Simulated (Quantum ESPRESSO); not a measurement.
# Carrying a functional's shift from two faces of Ir to a third

**Set-up.** Quantum ESPRESSO 7.5 (pw.x, pp.x), GBRV ultrasoft files, cold smearing of 0.02 Ry; slabs at the tabulated lattice constant, relaxed under PBE by Ansatz 0.2.0; both functionals on the same atoms. Work functions in eV.

```
 face  area an atom (Å²)    PBE       LDA
(111)               6.39  5.517     5.889
(100)               7.37  5.554     5.913
(110)              10.43  4.992  withheld
```

**Question.** What does LDA give for (110)?

By hand: The shifts from PBE are 5.889 − 5.517 = +0.372 eV and 5.913 − 5.554 = +0.359 eV, +0.365 eV in the mean. A rigid shift gives 4.992 + (+0.365) = 5.357 eV.

**The withheld run.** 5.355 eV; the estimate misses by +0.002 eV. The shift is rigid within 0.03 eV, so differences between faces carry over. The measured value for this face is 5.42 eV (“Anisotropic work function of elemental crystals” (2019, arxiv:1902.07811)), on a surface that reconstructs.

Caveats: Thin, unreconstructed slabs; thickness and mesh leave some 0.05 to 0.1 eV open, which largely cancels in the shift.

[Logs are printed without paths, hosts, clocks, repeated set-up lines and the standing remarks that a program may print on its own settings, such as how far it seeks lower states.]
